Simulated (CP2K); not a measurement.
Two runs for the Si L₂,₃ edge of disiloxane. Run A: CP2K XAS_TDP, all-electron GAPW, PBEh(45%), aug-pc-1, TDA, ZORA, spin–orbit coupling. Run B differs in one setting.

First lines with a strength over 0.0003. A:

```csv
atom,energy (eV),states,"strength, one atom"
"Si1 (bonded to O and 3 H), 2 alike",100.99,2,0.0043
,101.13,1,0.0013
,101.54,2,0.0037
,101.72,1,0.0028
,102.31,3,0.0156
```

B:

```csv
atom,energy (eV),states,"strength, one atom"
"Si1 (bonded to O and 3 H), 2 alike",93.49,2,0.0007
,93.52,3,0.0009
,93.61,1,0.0005
,94.09,3,0.0007
,94.16,1,0.0005
```

Question: Which was it: the basis, GW2X switched on, the functional?

The functional (functional from PBEh(45%) to PBE; the lines alone don't name the new value). A functional moves all lines by electronvolts and changes their spacings and strengths. The lowest line over the strength cut lies at 93.49 eV, against 100.99 eV (PBEh(45%), aug-pc-1).

[Banner, clock and machine lines of the logs are left out without a mark of their own.]

[Logs are printed without paths, hosts, clocks, repeated set-up lines and the standing remarks that a program may print on its own settings, such as how far it seeks lower states.]

[Hosts, paths, dates, database ids (printed as entryN), source tags and the programs' standing remarks are cut or masked in the printed files.]
